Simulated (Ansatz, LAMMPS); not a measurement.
# Elastic response of amorphous 30In2O3-70HfO2 (mol %) (83 atoms)

How stiff is amorphous 30In2O3-70HfO2 (mol %) (83 atoms), and how do its levels respond to strain?

Program: Ansatz 0.2.0. Level of theory: Kohn-Sham DFT, revPBE, PAW (set soft_1), plane waves. Results are calculated unless marked as measured.

### Step 1. The starting structure

The cell holds 83 atoms: 14 In, 16 Hf and 53 O. Its edges and angles: a = 10.476 Å, b = 10.476 Å, c = 10.476 Å, α = 90.0°, β = 90.0°, γ = 90.0°. 83 atoms (14 Sc, 16 Zr, 53 O) placed at random at 4.52 g/cm³, melted at 5000 K for 10 ps at fixed volume with the Morse and Coulomb pair potential with partial charges (Pedone, Malavasi, Menziani, Cormack and Segre, J. Phys. Chem. B 110, 11780 (2006)). Quenched from 5000 K to 300 K at 200 K/ps and fixed volume, held 10 ps at zero pressure, then minimised at fixed cell. Then Sc was replaced by In, Zr was replaced by Hf and the cell scaled by 1.022 (the potential has no terms for the new elements, so the cell is a start for a DFT relaxation).

Limits known from the start: The quench rate of 200 K/ps is orders of magnitude faster than experiment, which tends to freeze in extra defects. The starting topology of bonds comes from the classical model, and needn't be the one that DFT or experiment would give. Sampling is at Γ alone. No spin–orbit coupling is included, so levels derived from the heavy atoms are approximate.

### Step 2. Single point at the start

A single point comes first, to see the forces before anything moves.

input.yaml

```yaml
crystal:
  lattice:
    - [10.47608, 0.0, 0.0]
    - [0.0, 10.47608, 0.0]
    - [0.0, 0.0, 10.47608]
  atoms:
    - { symbol: In, position: [0.30088, 0.6778, 0.81473] }
    - { symbol: In, position: [0.40892, 0.33134, 0.71376] }
    - { symbol: In, position: [0.30117, 0.65859, 0.26603] }
    - { symbol: In, position: [0.77557, 0.71239, 0.84396] }
    - { symbol: In, position: [0.03595, 0.89026, 0.34596] }
    - { symbol: In, position: [0.94299, 0.22399, 0.90012] }
    - { symbol: In, position: [0.057, 0.19268, 0.18024] }
    - { symbol: In, position: [0.11103, 0.45426, 0.3799] }
    - { symbol: In, position: [0.271, 0.03974, 0.85691] }
    - { symbol: In, position: [0.99934, 0.90104, 0.03283] }
    - { symbol: In, position: [0.27319, 0.40493, 0.98275] }
    - { symbol: In, position: [0.51395, 0.56771, 0.52766] }
    - { symbol: In, position: [0.59257, 0.09198, 0.4428] }
    - { symbol: In, position: [0.65692, 0.73628, 0.32598] }
    - { symbol: Hf, position: [0.65199, 0.96952, 0.71105] }
    - { symbol: Hf, position: [0.75696, 0.40658, 0.76407] }
    - { symbol: Hf, position: [0.06221, 0.51882, 0.76049] }
    - { symbol: Hf, position: [0.56133, 0.18143, 0.98481] }
    - { symbol: Hf, position: [0.32066, 0.04178, 0.21184] }
    - { symbol: Hf, position: [0.49681, 0.82468, 0.01729] }
    - { symbol: Hf, position: [0.21612, 0.13966, 0.55262] }
    - { symbol: Hf, position: [0.35095, 0.84127, 0.51223] }
    - { symbol: Hf, position: [0.87459, 0.61633, 0.51372] }
    - { symbol: Hf, position: [0.56518, 0.50613, 0.04466] }
    - { symbol: Hf, position: [0.96583, 0.54287, 0.08021] }
    - { symbol: Hf, position: [0.0322, 0.89095, 0.68671] }
    - { symbol: Hf, position: [0.41232, 0.33551, 0.31551] }
    - { symbol: Hf, position: [0.78009, 0.03961, 0.21458] }
    - { symbol: Hf, position: [0.89981, 0.20737, 0.50829] }
    - { symbol: Hf, position: [0.75639, 0.40305, 0.2835] }
    - { symbol: O, position: [0.89553, 0.87216, 0.20189] }
    - { symbol: O, position: [0.6285, 0.00635, 0.07377] }
    - { symbol: O, position: [0.26224, 0.46754, 0.76456] }
    - { symbol: O, position: [0.59804, 0.69483, 0.13754] }
    - { symbol: O, position: [0.38817, 0.25371, 0.51404] }
    - { symbol: O, position: [0.74206, 0.2036, 0.33881] }
    - { symbol: O, position: [0.93018, 0.43178, 0.90092] }
    - { symbol: O, position: [0.92181, 0.72051, 0.97996] }
    - { symbol: O, position: [0.6729, 0.93416, 0.34581] }
    - { symbol: O, position: [0.66643, 0.54852, 0.87436] }
    - { symbol: O, position: [0.46104, 0.71673, 0.3881] }
    - { symbol: O, position: [0.57468, 0.45015, 0.36478] }
    - { symbol: O, position: [0.06922, 0.98912, 0.86711] }
    - { symbol: O, position: [0.10827, 0.58501, 0.22393] }
    - { symbol: O, position: [0.11996, 0.26812, 0.99828] }
    - { symbol: O, position: [0.9007, 0.11156, 0.06673] }
    - { symbol: O, position: [0.11113, 0.71703, 0.75078] }
    - { symbol: O, position: [0.60394, 0.31685, 0.13397] }
    - { symbol: O, position: [0.73181, 0.24509, 0.8872] }
    - { symbol: O, position: [0.58216, 0.41569, 0.65505] }
    - { symbol: O, position: [0.23408, 0.94549, 0.64745] }
    - { symbol: O, position: [0.38476, 0.45899, 0.14968] }
    - { symbol: O, position: [0.52645, 0.09616, 0.80398] }
    - { symbol: O, position: [0.13758, 0.55083, 0.96046] }
    - { symbol: O, position: [0.33625, 0.86042, 0.89678] }
    - { symbol: O, position: [0.28056, 0.01374, 0.4087] }
    - { symbol: O, position: [0.8638, 0.5807, 0.71275] }
    - { symbol: O, position: [0.39411, 0.6887, 0.63936] }
    - { symbol: O, position: [0.2446, 0.23508, 0.24458] }
    - { symbol: O, position: [0.37063, 0.84974, 0.17319] }
    - { symbol: O, position: [0.8363, 0.88474, 0.74702] }
    - { symbol: O, position: [0.81973, 0.60587, 0.32193] }
    - { symbol: O, position: [0.02509, 0.06513, 0.58735] }
    - { symbol: O, position: [0.95607, 0.80414, 0.51285] }
    - { symbol: O, position: [0.7687, 0.49412, 0.10329] }
    - { symbol: O, position: [0.46074, 0.34982, 0.91703] }
    - { symbol: O, position: [0.09344, 0.27658, 0.46769] }
    - { symbol: O, position: [0.4243, 0.63257, 0.96328] }
    - { symbol: O, position: [0.37482, 0.10119, 0.02595] }
    - { symbol: O, position: [0.73319, 0.10979, 0.58677] }
    - { symbol: O, position: [0.19741, 0.77871, 0.39342] }
    - { symbol: O, position: [0.26026, 0.19745, 0.73955] }
    - { symbol: O, position: [0.30626, 0.49069, 0.39537] }
    - { symbol: O, position: [0.95464, 0.08552, 0.33505] }
    - { symbol: O, position: [0.0551, 0.5342, 0.55369] }
    - { symbol: O, position: [0.95985, 0.36918, 0.22498] }
    - { symbol: O, position: [0.91768, 0.29046, 0.70193] }
    - { symbol: O, position: [0.68341, 0.67856, 0.52854] }
    - { symbol: O, position: [0.5108, 0.95453, 0.56634] }
    - { symbol: O, position: [0.6161, 0.83201, 0.85552] }
    - { symbol: O, position: [0.83359, 0.40548, 0.47822] }
    - { symbol: O, position: [0.13091, 0.99089, 0.16187] }
    - { symbol: O, position: [0.47951, 0.14215, 0.2885] }
kpoints:
  mp_grid: { grid: [1, 1, 1] }
hamiltonian:
  xc: revpbe
  pseudopotentials: { kind: paw, azcp: { folder: soft_1 } }
scf:
  occupations: { method: gaussian, width: 0.025 }
output:
  forces: true
```

Command:

```sh
ansatz run input.yaml --threads 4 --pin off --max-ram 8192MiB --backend cpu --events-out ev --progress --plain --runs-dir out
```

Numbers of over 12 decimals in the logs are rounded to 6 here.

Output:

```text
[...]
Pseudopotentials: kind: paw
Pseudopotential: In, paw, valence charge 13, recommended cutoff 420 eV (normal), soft_1/In.paw.azcp
Pseudopotential: Hf, paw, valence charge 26, recommended cutoff 420 eV (normal), soft_1/Hf.paw.azcp
Pseudopotential: O, paw, valence charge 6, recommended cutoff 420 eV (normal), soft_1/O.paw.azcp
[... 5 lines on functional and potentials left out ...]
Crystal: 83 atoms, lattice volume = 1149.731 Å³
Basis set: ecut = 420 eV, 22575 PW (Γ), exchange–correlation on 144×144×144 points (8 copies of the dense FFT grid, shifted against one another)
Bands: 541, of which v1, the nominal top of the filled ones, is band 458 counted from 1 (457 counted from 0)
Symmetry: 1 space group operations
Space group: P1 (ITA 1), of the structure as read, at distance tolerance 1.0e-4 Å
k-points: 1
[... 10 lines on functional and potentials left out ...]
Initial density: superposition of atomic densities (chi_scale 0.1, normalization cell, long waves kept (reshape's long-wave potential 0.45 eV rms))
Initial wavefunctions: pseudopotential atomic-orbital guess
[...]
SCF iter   1: F=—  HF=-360396.428099 eV  |F-HF|=—  |Δ(HF+E_count)|=         —  Δρ=8.81e-2  dr2=1.32e2  ethr=3.10e-3  ⟨swp⟩=5.0  Hψ=1643  notcnv=0  defer=55
preconditioner: auto → Resta (q_TF=auto, 2.627 Å⁻¹)  ε∞=5.6  [insulator: Δε(μ)=1.132 eV  Ē_g=14.409 eV  σ=0.025 eV  W_gap=1.00  n_scr=364 (ndim 8)  ℏωp=30.7 eV  f_vac=0.035  D(μ)=0.00/eV (n_scr^D=0)  ε∞_Penn≈5.6]
SCF iter   2: F=—  HF=-360371.000555 eV  |F-HF|=—  |Δ(HF+E_count)|=    2.54e1  Δρ=4.20e-2  dr2=2.58e1  ethr=3.10e-3  ⟨swp⟩=3.0  Hψ=1094  notcnv=0  defer=76
SCF iter   3: F=—  HF=-360364.758967 eV  |F-HF|=—  |Δ(HF+E_count)|=    6.24e0  Δρ=2.48e-2  dr2=7.33e0  ethr=2.82e-3  ⟨swp⟩=2.0  Hψ=957  notcnv=0  defer=69
automatic band count: iteration 3 solves 531 bands in place of 541: the levels show a gap, and the empty bands left out lie too high to hold charge; the band table lists the bands solved (type scf.n_extra_bands for more)
SCF iter   4: F=—  HF=-360363.480283 eV  |F-HF|=—  |Δ(HF+E_count)|=    1.28e0  Δρ=8.53e-3  dr2=7.21e-1  ethr=8.00e-4  ⟨swp⟩=4.0  Hψ=929  notcnv=0  defer=69
SCF iter   5: F=—  HF=-360363.949935 eV  |F-HF|=—  |Δ(HF+E_count)|=   4.70e-1  Δρ=5.36e-3  dr2=3.27e-1  ethr=7.87e-5  ⟨swp⟩=3.0  Hψ=1072  notcnv=0  defer=69
[...]
SCF iter  14: F=—  HF=-360363.934588 eV  |F-HF|=—  |Δ(HF+E_count)|=   7.20e-7  Δρ=5.53e-6  dr2=3.86e-7  ethr=2.94e-10  ⟨swp⟩=2.0  Hψ=917  notcnv=0  defer=69
SCF iter  15: F=-360363.934588 eV  HF=-360363.934588 eV  |F-HF|=6.10e-8  |Δ(HF+E_count)|=   2.78e-7  Δρ=2.24e-6  dr2=7.69e-8  ethr=1.09e-11  ⟨swp⟩=5.0  Hψ=2019  notcnv=0
SCF 1 converged in 15 iterations: F = -360363.934588 eV  dr2 = 7.69e-8
[...]
SCF converged after 15 iterations
Free energy (F): -360363.934588 eV
Harris-Foulkes:  -360363.934588 eV  (|F-HF|=6.10e-8)
Internal energy: -360363.934588 eV  (E = F + TS)
E sigma→0 (E₀):  -360363.934588 eV
Fermi energy:    10.468722 eV
--- Per-component energies (eV) ---
[...]
Σ components = -360363.934588   (vs F -360363.934588, Δ=0.00e0)
--- Forces (eV/Å), atoms counted from 1 ---
  atom   1  In     0.32716193     0.18286370     0.10705730
  atom   2  In     0.52363219    -0.26510563    -0.52168970
  atom   3  In     0.15646462    -0.16638593    -0.81397589
  atom   4  In    -0.08241450     0.34832544     0.34364327
[...]
atom  83  O     -0.68694313     0.30665599    -0.20869954
  max |Σ_I F_I| component: 4.21e-5 eV/Å
```

Wall time 28 s (4 threads of Arm Neoverse V2, shared host); peak memory 1.8 GiB; 1.7 min of CPU time.

The r.m.s. force at the start is 0.53 eV/Å.

### Step 3. Cell and atoms relaxed

The cell is relaxed with the atoms, since the starting lattice needn't suit this functional.

input.yaml

```yaml
crystal:
  lattice:
    - [10.47608, 0.0, 0.0]
    - [0.0, 10.47608, 0.0]
    - [0.0, 0.0, 10.47608]
  atoms:
    [... the 83 atom lines of step 2 ...]
kpoints:
  mp_grid: { grid: [1, 1, 1] }
hamiltonian:
  xc: revpbe
  pseudopotentials: { kind: paw, azcp: { folder: soft_1 } }
scf:
  occupations: { method: gaussian, width: 0.025 }
output:
  forces: true
relax:
  f_tol: 0.05
  max_steps: 150
  cell: {}
```

Output:

```text
[...]
Crystal: 83 atoms, lattice volume = 1149.731 Å³
Basis set: ecut = 420 eV, 22575 PW (Γ), exchange–correlation on 144×144×144 points (8 copies of the dense FFT grid, shifted against one another)
Bands: 550, of which v1, the nominal top of the filled ones, is band 458 counted from 1 (457 counted from 0)
Symmetry: 1 space group operations
[...]
k-points: 1
[...]
SCF iter   1: F=—  HF=-360396.429151 eV  |F-HF|=—  |Δ(HF+E_count)|=         —  Δρ=8.82e-2  dr2=1.32e2  ethr=3.10e-3  ⟨swp⟩=5.0  Hψ=1674  notcnv=0  defer=64
[...]
SCF iter  15: F=-360363.934588 eV  HF=-360363.934588 eV  |F-HF|=5.73e-8  |Δ(HF+E_count)|=   2.77e-7  Δρ=2.24e-6  dr2=7.37e-8  ethr=1.09e-11  ⟨swp⟩=5.0  Hψ=2038  notcnv=0
SCF 1 converged in 15 iterations: F = -360363.934588 eV  dr2 = 7.37e-8
[...]
relax step   1: F+E_penalty+E_count = -360363.93458794 eV  Δ(F+E_penalty+E_count) = +0.000e0 eV  max|allowed force component| = 1.944e0 eV/Å  Δτ_max = 0.0000 Å  P = -4.507 GPa  Ω = 1149.731 Å³  (15 SCF iters, dr2 threshold 1.00e-7 eV, accepted)
[... from here on, the SCF cycles and remarks between the steps are left out ...]
relax step   2: F+E_penalty+E_count = -360366.04644557 eV  Δ(F+E_penalty+E_count) = -2.112e0 eV  max|allowed force component| = 8.339e-1 eV/Å  Δτ_max = 0.1695 Å  P = +2.323 GPa  Ω = 1105.150 Å³  energy of the carried Pulay correction = +9.049e-2 eV  (9 SCF iters, dr2 threshold 8.30e-6 eV, accepted)
relax step   3: F+E_penalty+E_count = -360366.84041664 eV  Δ(F+E_penalty+E_count) = -7.940e-1 eV  max|allowed force component| = 4.157e-1 eV/Å  Δτ_max = 0.0772 Å  P = +0.279 GPa  Ω = 1118.872 Å³  energy of the carried Pulay correction = +6.226e-2 eV  (8 SCF iters, dr2 threshold 8.30e-6 eV, accepted)
relax step   4: F+E_penalty+E_count = -360367.18116137 eV  Δ(F+E_penalty+E_count) = -3.407e-1 eV  max|allowed force component| = 2.445e-1 eV/Å  Δτ_max = 0.2000 Å  P = +0.051 GPa  Ω = 1118.047 Å³  energy of the carried Pulay correction = +6.394e-2 eV  (9 SCF iters, dr2 threshold 8.30e-6 eV, accepted)
relax step   5: F+E_penalty+E_count = -360367.33612924 eV  Δ(F+E_penalty+E_count) = -1.550e-1 eV  max|allowed force component| = 2.259e-1 eV/Å  Δτ_max = 0.2000 Å  P = -0.070 GPa  Ω = 1116.721 Å³  energy of the carried Pulay correction = +6.666e-2 eV  (9 SCF iters, dr2 threshold 3.74e-6 eV, accepted)
relax step   6: F+E_penalty+E_count = -360367.27389007 eV  Δ(F+E_penalty+E_count) = +6.224e-2 eV  max|allowed force component| = 9.074e-1 eV/Å  Δτ_max = 0.1967 Å  P = +0.233 GPa  Ω = 1114.371 Å³  energy of the carried Pulay correction = +7.148e-2 eV  (9 SCF iters, dr2 threshold 3.19e-6 eV, rejected (line search))
relax step   7: F+E_penalty+E_count = -360367.46246173 eV  Δ(F+E_penalty+E_count) = -1.263e-1 eV  max|allowed force component| = 1.942e-1 eV/Å  Δτ_max = 0.0983 Å  P = -0.040 GPa  Ω = 1116.554 Å³  energy of the carried Pulay correction = +6.700e-2 eV  (13 SCF iters, accepted)
relax step   8: F+E_penalty+E_count = -360367.54851749 eV  Δ(F+E_penalty+E_count) = -8.606e-2 eV  max|allowed force component| = 1.505e-1 eV/Å  Δτ_max = 0.1000 Å  P = +0.032 GPa  Ω = 1116.989 Å³  energy of the carried Pulay correction = +6.611e-2 eV  (8 SCF iters, dr2 threshold 2.36e-6 eV, accepted)
relax step   9: F+E_penalty+E_count = -360367.59440484 eV  Δ(F+E_penalty+E_count) = -4.589e-2 eV  max|allowed force component| = 5.490e-2 eV/Å  Δτ_max = 0.1240 Å  P = +0.027 GPa  Ω = 1119.824 Å³  energy of the carried Pulay correction = +6.031e-2 eV  (9 SCF iters, dr2 threshold 1.42e-6 eV, accepted)
relax step  10: F+E_penalty+E_count = -360367.59679942 eV  Δ(F+E_penalty+E_count) = -2.395e-3 eV  max|allowed force component| = 4.883e-2 eV/Å  Δτ_max = 0.0361 Å  P = +0.019 GPa  Ω = 1120.512 Å³  energy of the carried Pulay correction = +5.891e-2 eV  (9 SCF iters, dr2 threshold 1.88e-7 eV, accepted)
relax step  11: F+E_penalty+E_count = -360367.55198091 eV  Δ(F+E_penalty+E_count) = +4.482e-2 eV  max|allowed force component| = 4.962e-2 eV/Å  Δτ_max = 0.0000 Å  P = -0.043 GPa  Ω = 1120.512 Å³  stress off target by 1.28e-1 GPa  SCF on the basis re-selected at this cell (its energy is not comparable with the rows above)  (8 SCF iters)
relax step  12: F+E_penalty+E_count = -360367.55389340 eV  Δ(F+E_penalty+E_count) = -1.912e-3 eV  max|allowed force component| = 8.596e-2 eV/Å  Δτ_max = 0.0224 Å  P = +0.131 GPa  Ω = 1119.456 Å³  energy of the carried Pulay correction = +2.402e-3 eV  (9 SCF iters, dr2 threshold 4.09e-8 eV, rejected (line search))
relax step  13: F+E_penalty+E_count = -360367.55513085 eV  Δ(F+E_penalty+E_count) = -3.150e-3 eV  max|allowed force component| = 2.483e-2 eV/Å  Δτ_max = 0.0112 Å  P = -0.020 GPa  Ω = 1120.284 Å³  energy of the carried Pulay correction = +5.313e-4 eV  (11 SCF iters, accepted)
relax step  14: F+E_penalty+E_count = -360367.55620259 eV  Δ(F+E_penalty+E_count) = -1.072e-3 eV  max|allowed force component| = 1.358e-2 eV/Å  Δτ_max = 0.0110 Å  P = -0.004 GPa  Ω = 1120.143 Å³  energy of the carried Pulay correction = +8.685e-4 eV  (9 SCF iters, dr2 threshold 1.00e-8 eV, accepted)
relax step  15: F+E_penalty+E_count = -360367.55561031 eV  Δ(F+E_penalty+E_count) = +5.923e-4 eV  max|allowed force component| = 1.358e-2 eV/Å  Δτ_max = 0.0000 Å  P = -0.005 GPa  Ω = 1120.143 Å³  stress off target by 1.37e-2 GPa  SCF on the basis re-selected at this cell (its energy is not comparable with the rows above)  (5 SCF iters)
[...]
SCF converged after 5 iterations
Free energy (F): -360367.555610 eV
[...]
Internal energy: -360367.555610 eV  (E = F + TS)
E sigma→0 (E₀):  -360367.555610 eV
Fermi energy:    10.707107 eV
[...]
--- Forces (eV/Å), atoms counted from 1 ---
  atom   1  In    -0.00847852    -0.01357781     0.00023253
  atom   2  In     0.00272114    -0.00201685    -0.00196106
  atom   3  In     0.00321967     0.00710533     0.00312328
  atom   4  In     0.00093949     0.00060578     0.00226798
  atom   5  In     0.00113986    -0.00346184     0.00210475
  atom   6  In     0.00049616     0.00011432    -0.00012105
  atom   7  In    -0.00276735     0.00050436    -0.00016521
  atom   8  In    -0.00209641     0.00050533     0.00376303
  atom   9  In    -0.00008941    -0.00263641     0.00076289
  atom  10  In    -0.00164512     0.00052599    -0.00440122
  atom  11  In     0.00223002    -0.00190449    -0.00117613
  atom  12  In     0.00662929     0.00733211     0.00336755
  atom  13  In    -0.00330394     0.00677354    -0.00872265
  atom  14  In    -0.00284259    -0.00405787     0.00252230
[...]
atom  82  O     -0.00415808     0.00015843     0.00105734
  atom  83  O      0.00245369     0.00092072     0.00452238
  max |Σ_I F_I| component: 8.29e-6 eV/Å
--- Stress (GPa, compression-positive) ---
       -0.010433      -0.003080       0.000629
       -0.003080      -0.010671      -0.002275
        0.000629      -0.002275       0.006723
  P = ⅓ Tr σ = -0.0048 GPa (-0.048 kbar)
--- Relaxed structure (13 steps of the walk, 11 accepted, 2 SCFs on fresh bases) ---
  F+E_penalty+E_count = -360367.55561031 eV   max|allowed force component| = 1.358e-2 eV/Å   (the final SCF, on the basis selected at the relaxed cell)
  cell:  # Å, volume = 1120.1434 Å³
    - [10.311792, 0.023105, -0.104178]
    - [0.023105, 10.160902, -0.021139]
    - [-0.104178, -0.021139, 10.691876]
  atoms:
    - { symbol: In, position: [0.293547, 0.680087, 0.812555] }
    - { symbol: In, position: [0.417920, 0.303862, 0.721767] }
    - { symbol: In, position: [0.304035, 0.659337, 0.249103] }
    - { symbol: In, position: [0.771597, 0.720683, 0.841209] }
[...]
- { symbol: O, position: [0.486259, 0.150154, 0.284052] }
```

Run time: 5.5 min. Hardware: 4 threads; peak memory 1.9 GiB.

The relaxation converged after 13 steps, with a largest force component of 0.014 eV/Å.

(Part 1 of 3 ends here.)

[Logs are printed without paths, hosts, clocks, repeated set-up lines and the standing remarks that a program may print on its own settings, such as how far it seeks lower states.]

[Hosts, paths, dates, database ids (printed as entryN), source tags and the programs' standing remarks are cut or masked in the printed files.]
